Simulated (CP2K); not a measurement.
The C K edge of dimethyl sulfoxide was computed by TDDFT (CP2K XAS_TDP, aug-cc-pVDZ, TDA) at these levels: PBEh(45%), PBEh(45%) + GW2X and PBEh(60%). The first three lines of C1 (bonded to S and 3 H) with a strength over 0.0015, energy in eV and strength:

| run | first | second | third |
| --- | --- | --- | --- |
| 1 | 288.07 (0.055) | 289.21 (0.004) | 289.69 (0.035) |
| 2 | 283.91 (0.044) | 285.16 (0.024) | 285.26 (0.021) |
| 3 | 289.83 (0.043) | 291.08 (0.023) | 291.19 (0.021) |

Q: Which run is which?

Run 1: PBEh(60%) (60 % exact exchange). Run 2: PBEh(45%) (45 % exact exchange). Run 3: PBEh(45%) + GW2X (45 % exact exchange). Self-interaction lifts the core level, so the uncorrected lines rise with the share of exact exchange. The GW2X run keeps the spacings of its parent: 1.25 eV between the first two lines in run 3, 1.25 eV in run 2. Its shift is +5.92 eV, since the Kohn–Sham level at this share of exchange lies that far above the quasiparticle level.

[Hosts, paths, dates, database ids (printed as entryN), source tags and the programs' standing remarks are cut or masked in the printed files.]
